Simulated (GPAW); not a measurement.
# SrTiO3 (Tausonite): dielectric function

Aim: the dielectric function of SrTiO3 (Tausonite), with and without local fields.

Method: PBE and many-body steps on it, plane waves, in GPAW 26.7.0.

**The experiments to reproduce.**

- ε∞ 5.1: high-frequency dielectric constant from ellipsometry; ellipsometry; bulk crystal (commercial single crystal) (“Optical probe of ferroelectric order in bulk and thin film perovskite titanates”, 2013, arxiv:1309.1245).

Report form: the programs' logs are mostly left out.

## 1. Set-up

The structure is cubic, space group Pm-3m (No. 221). The conventional cell has a = 3.905 Å, b = 3.905 Å, c = 3.905 Å, α = 90.00°, β = 90.00°, γ = 90.00°. Sr has 12 O at 2.76 Å nearest. Ti has 6 O at 1.95 Å nearest. Nearest to O lie 2 Ti at 1.95 Å and 4 Sr at 2.76 Å. Farther neighbours and most contacts between anions are not listed.

Structure file:

```xyz
5
Lattice="3.9053 0.0000 0.0000 0.0000 3.9053 0.0000 0.0000 0.0000 3.9053" Properties=species:S:1:pos:R:3 pbc="T T T"
Sr    1.9526    1.9526    1.9526
Ti    0.0000    0.0000    0.0000
O     1.9526    0.0000    0.0000
O     0.0000    1.9526    0.0000
O     0.0000    0.0000    1.9526
```

The cell and positions come from the Crystallography Open Database and are kept as given unless a step says otherwise.

## 2. Empty states on the mesh, 8×8×8 mesh, 79 bands

This step: GPAW 26.7.0; DFT, PBE, plane waves, PAW.

The sums over transitions need many empty states on a uniform mesh; this step solves for them.

Input file run.py:

```python
import json
import numpy as np
from gpaw.mpi import world
from gpaw import GPAW

calc = GPAW('gs.gpw').fixed_density(kpts={'size': (8, 8, 8), 'gamma': True},
    nbands=92,
    convergence={'bands': 79},
    txt='nscf.txt')
calc.write('full.gpw', mode='all')
res = {}
kpts = calc.get_ibz_k_points()
res['kpts'] = kpts
res['eigenvalues'] = [calc.get_eigenvalues(kpt=k) for k in range(len(kpts))]
res['n_electrons'] = calc.get_number_of_electrons()

if world.rank == 0:
    with open('result.json', 'w') as f:
        json.dump(res, f, default=lambda x: x.tolist())
```

On the command line:

```bash
mpirun -n 4 gpaw python run.py
```

Wall time 40 s (4 MPI ranks of AMD EPYC 7R43, shared host); peak memory 0.92 GiB.

This step gave:

```
gap                                                           : 1.901 eV
k of the valence top                                          : 0.5, 0.5, 0.5
k of the conduction bottom                                    : 0, 0, 0
least direct gap                                              : 2.250 eV
k points computed                                             : 35
lowest point of the top converged band, above the valence top : 45.88 eV
```

On this mesh the gap is 1.901 eV.

## 3. RPA response

The response function is computed on a frequency grid, with local fields up to the given cutoff.

This step: linear response, RPA, on PBE, plane waves, PAW.

Input file run.py:

```python
import json
import numpy as np
from gpaw.mpi import world
from gpaw.response.df import DielectricFunction

df = DielectricFunction('full.gpw',
    ecut=50,
    nbands=79,
    eta=0.2,
    frequencies={'type': 'nonlinear', 'domega0': 0.05, 'omega2': 10.0},
    intraband=False,
    txt='df.txt')
res = {'optical': {}, 'eels': []}
for d in 'x':
    y0, y = df.get_dielectric_function(direction=d, xc='RPA', filename=None)
    res['optical'][d] = [y0.real, y0.imag, y.real, y.imag]
res['w'] = df.get_frequencies()
for q_c in [[0.125, 0, 0], [0.25, 0, 0], [0.5, 0, 0], [0.75, 0, 0], [1.25, 0, 0]]:
    res['eels'].append(df.get_eels_spectrum(q_c=q_c, xc='RPA', filename=None))

if world.rank == 0:
    with open('result.json', 'w') as f:
        json.dump(res, f, default=lambda x: x.tolist())
```

On the command line:

```bash
mpirun -n 4 gpaw python run.py
```

Elapsed: 57 s, on 4 MPI ranks; peak memory 1.4 GiB.

Numbers from this step:

* ε at zero frequency: 5.662
* the same without local fields: 5.862

The static value is 5.66.

The ε₂ has structure finer than the step of the table below, so its rows give means over 2 eV, whole bins alone (the curve runs from 0 to 39.8 eV). Peaks (eV: height): xx, no local fields 4.4: 6.82, 7.8: 4.96, 23.2: 3.50, 36.6: 1.27; xx, local fields 4.4: 6.71, 7.8: 5.07, 27.0: 1.57.

RPA, broadening 0.2 eV. ε₂ against photon energy; means over each step:

```tsv
photon energy (eV)	xx, no local fields	xx, local fields
2	0.764	0.712
4	4.98	4.82
6	3.32	3.50
8	4.22	4.23
10	3.04	2.78
12	1.87	1.81
14	0.838	0.845
16	0.914	0.836
18	1.36	1.07
20	1.70	1.30
22	2.66	1.22
24	2.41	1.21
26	0.734	1.29
28	0.462	1.23
30	0.351	0.625
32	0.344	0.452
34	0.416	0.427
36	0.998	0.390
38	0.587	0.378
```

Optical limit, local fields. The loss function, xx by energy loss; read off at these points:

```tsv
energy loss (eV)	loss function, xx
0.0	0
1.0	0.00251
2.0	0.00857
3.0	0.0330
4.0	0.0660
5.0	0.162
6.0	0.196
7.0	0.158
8.0	0.193
9.0	0.305
10.0	0.346
11.0	0.418
12.0	0.499
13.0	0.996
13.2	1.07
14.0	0.572
14.8	0.665
15.0	0.569
16.0	0.394
17.0	0.370
18.0	0.330
19.0	0.398
20.0	0.453
21.0	0.476
22.0	0.529
23.0	0.548
24.0	0.439
25.0	0.535
26.0	0.622
27.0	0.543
28.0	0.712
29.0	1.24
29.8	1.44
30.0	1.42
31.0	1.36
32.0	1.000
33.0	0.936
33.4	1.000
34.0	0.809
35.0	0.782
36.0	0.757
37.0	0.614
38.0	0.579
39.0	0.591
```

The -Im 1/eps(q) has structure finer than the step of the table below, so its rows give means over 2 eV, whole bins alone (the curve runs from 0 to 39.8 eV). Peaks (eV: height): q = 0.201 1/A 13.2: 1.07, 30.6: 1.40; q = 0.402 1/A 13.2: 1.09, 14.8: 0.694, 31.0: 1.31; q = 0.804 1/A 13.0: 0.870, 25.0: 0.662, 31.2: 1.06; q = 1.207 1/A 13.0: 0.501, 25.0: 0.624, 30.2: 0.790; q = 2.011 1/A 14.6: 0.242, 28.0: 0.475.

RPA, local fields; q along the first reciprocal vector. Table of -Im 1/eps(q) by energy loss; means over each step:

```tsv
energy loss (eV)	q = 0.201 1/A	q = 0.402 1/A	q = 0.804 1/A	q = 1.207 1/A	q = 2.011 1/A
2	0.0113	0.00752	0.00439	0.00297	0.00129
4	0.0894	0.0975	0.0774	0.0433	0.0112
6	0.167	0.149	0.120	0.0926	0.0510
8	0.174	0.125	0.0918	0.104	0.0749
10	0.342	0.293	0.184	0.156	0.0816
12	0.588	0.567	0.466	0.272	0.0916
14	0.773	0.738	0.571	0.426	0.168
16	0.451	0.408	0.312	0.200	0.0884
18	0.374	0.381	0.331	0.253	0.0987
20	0.436	0.419	0.375	0.292	0.170
22	0.530	0.500	0.391	0.311	0.176
24	0.503	0.527	0.526	0.465	0.268
26	0.600	0.602	0.605	0.545	0.367
28	0.822	0.796	0.709	0.602	0.440
30	1.35	1.24	0.966	0.765	0.400
32	1.09	1.07	0.953	0.721	0.408
34	0.845	0.847	0.798	0.663	0.391
36	0.712	0.719	0.763	0.681	0.394
38	0.594	0.559	0.596	0.578	0.436
```

## 4. ALDA response

This step: linear response, ALDA, on PBE, plane waves, PAW.

run.py, as its differences from that of step 3:

```diff
@@ -14,7 +14,7 @@
 for d in 'x':
-    y0, y = df.get_dielectric_function(direction=d, xc='RPA', filename=None)
+    y0, y = df.get_dielectric_function(direction=d, xc='ALDA', filename=None)
     res['optical'][d] = [y0.real, y0.imag, y.real, y.imag]
 res['w'] = df.get_frequencies()
-for q_c in [[0.125, 0, 0], [0.25, 0, 0], [0.5, 0, 0], [0.75, 0, 0], [1.25, 0, 0]]:
-    res['eels'].append(df.get_eels_spectrum(q_c=q_c, xc='RPA', filename=None))
+for q_c in [[0.5, 0, 0]]:
+    res['eels'].append(df.get_eels_spectrum(q_c=q_c, xc='ALDA', filename=None))
```

On the command line:

```bash
mpirun -n 4 gpaw python run.py
```

The job ended after 23 s (4 MPI ranks; peak memory 1.4 GiB; 91 s of CPU time).

Numbers from this step:

```
ε at zero frequency           : 5.731
the same without local fields : 5.862
```

The static value is 5.73.

## 5. RPA response, local-field cutoff (8×8×8 mesh, 79 bands, screening to 5 eV, broadening 0.2 eV)

This step: linear response, RPA, on PBE, plane waves, PAW.

run.py, as its differences from that of step 4:

```diff
@@ -6,3 +6,3 @@
 df = DielectricFunction('full.gpw',
-    ecut=50,
+    ecut=5,
     nbands=79,
@@ -14,3 +14,3 @@
 for d in 'x':
-    y0, y = df.get_dielectric_function(direction=d, xc='ALDA', filename=None)
+    y0, y = df.get_dielectric_function(direction=d, xc='RPA', filename=None)
     res['optical'][d] = [y0.real, y0.imag, y.real, y.imag]
@@ -18,3 +18,3 @@
 for q_c in [[0.5, 0, 0]]:
-    res['eels'].append(df.get_eels_spectrum(q_c=q_c, xc='ALDA', filename=None))
+    res['eels'].append(df.get_eels_spectrum(q_c=q_c, xc='RPA', filename=None))
```

On the command line:

```bash
mpirun -n 4 gpaw python run.py
```

The job ended after 18 s (4 MPI ranks; peak memory 1.2 GiB).

Numbers from this step:

* ε at zero frequency: 5.862
* the same without local fields: 5.862

The static value is 5.86.

## 6. RPA response, fewer bands (8×8×8 mesh, 25 bands, screening to 50 eV, broadening 0.2 eV)

run.py, as its differences from that of step 5:

```diff
@@ -6,4 +6,4 @@
 df = DielectricFunction('full.gpw',
-    ecut=5,
-    nbands=79,
+    ecut=50,
+    nbands=25,
     eta=0.2,
@@ -17,3 +17,3 @@
 res['w'] = df.get_frequencies()
-for q_c in [[0.5, 0, 0]]:
+for q_c in []:
     res['eels'].append(df.get_eels_spectrum(q_c=q_c, xc='RPA', filename=None))
```

On the command line:

```bash
mpirun -n 4 gpaw python run.py
```

Wall time 8.2 s (4 MPI ranks); peak memory 1.3 GiB; 31 s of CPU time.

Numbers from this step:

```
ε at zero frequency           : 4.224
the same without local fields : 4.288
```

## 7. RPA response, scissors (8×8×8 mesh, 79 bands, screening to 50 eV, broadening 0.2 eV)

run.py, as its differences from that of step 6:

```diff
@@ -7,3 +7,3 @@
     ecut=50,
-    nbands=25,
+    nbands=79,
     eta=0.2,
@@ -11,2 +11,3 @@
     intraband=False,
+    eshift=1.5,
     txt='df.txt')
```

On the command line:

```bash
mpirun -n 4 gpaw python run.py
```

Wall time 14 s (4 MPI ranks); peak memory 1.4 GiB.

This step gave:

```
ε at zero frequency           : 4.743
the same without local fields : 4.903
```

The static value is 4.74.

## 8. RPA response, unknown integration mode (8×8×8 mesh, 79 bands, screening to 30 eV, broadening 0.2 eV)

run.py, as its differences from that of step 7:

```diff
@@ -6,3 +6,3 @@
 df = DielectricFunction('full.gpw',
-    ecut=50,
+    ecut=30,
     nbands=79,
@@ -11,3 +11,3 @@
     intraband=False,
-    eshift=1.5,
+    integrationmode='gaussian',
     txt='df.txt')
```

On the command line:

```bash
mpirun -n 4 gpaw python run.py
```

Run time: 15 s. Hardware: 4 MPI ranks; peak memory 0.62 GiB.

The run stopped with an error after 15 s.

The program's words: ValueError: Integration mode "gaussian" not implemented.

The fault put into this input: unknown integration mode.

## 9. The runs together

Times are wall times on 4 MPI ranks of AMD EPYC 7R43, shared host, good to a factor of about two.

```tsv
run	ε(0)	without local fields	time
RPA response	5.66	5.86	57 s
ALDA response	5.73	5.86	23 s
RPA response, local-field cutoff (8×8×8 mesh, 79 bands, screening to 5 eV, broadening 0.2 eV)	5.86	5.86	18 s
RPA response, fewer bands (8×8×8 mesh, 25 bands, screening to 50 eV, broadening 0.2 eV)	4.22	4.29	8.2 s
RPA response, scissors (8×8×8 mesh, 79 bands, screening to 50 eV, broadening 0.2 eV)	4.74	4.90	14 s
```

## 10. Results

| Item | Value |
| --- | --- |
| RPA response | ε(0) 5.66 |
| ALDA response | ε(0) 5.73 |
| RPA response, local-field cutoff (8×8×8 mesh, 79 bands, screening to 5 eV, broadening 0.2 eV) | ε(0) 5.86 |
| RPA response, fewer bands (8×8×8 mesh, 25 bands, screening to 50 eV, broadening 0.2 eV) | ε(0) 4.22 |
| RPA response, scissors (8×8×8 mesh, 79 bands, screening to 50 eV, broadening 0.2 eV) | ε(0) 4.74 |

What this shows: In the optical limit the electronic ε(0) is 5.66, against 5.86 without local fields. ALDA response: ε(0) = 5.73. RPA response, local-field cutoff (8×8×8 mesh, 79 bands, screening to 5 eV, broadening 0.2 eV): ε(0) = 5.86. RPA response, fewer bands (8×8×8 mesh, 25 bands, screening to 50 eV, broadening 0.2 eV): ε(0) = 4.22. RPA response, scissors (8×8×8 mesh, 79 bands, screening to 50 eV, broadening 0.2 eV): ε(0) = 4.74. Measured: 5.1 (high-frequency dielectric constant from ellipsometry, 2013). ε(0) converges slowly with a Γ-centred mesh, and this one is not shown settled. Unless a shift is named, the levels are those of the density functional, and only a kernel with a long-range part can bind an exciton.

[Paths, hosts, dates, memory and timing lines, banners, echoed tables and standing remarks are left out of the program output.]

[Logs are printed without paths, hosts, clocks, repeated set-up lines and the standing remarks that a program may print on its own settings, such as how far it seeks lower states.]

[Runs of the session that timed out or met a known fault of the program may be left out.]

[Hosts, paths, dates, database ids (printed as entryN), source tags and the programs' standing remarks are cut or masked in the printed files.]
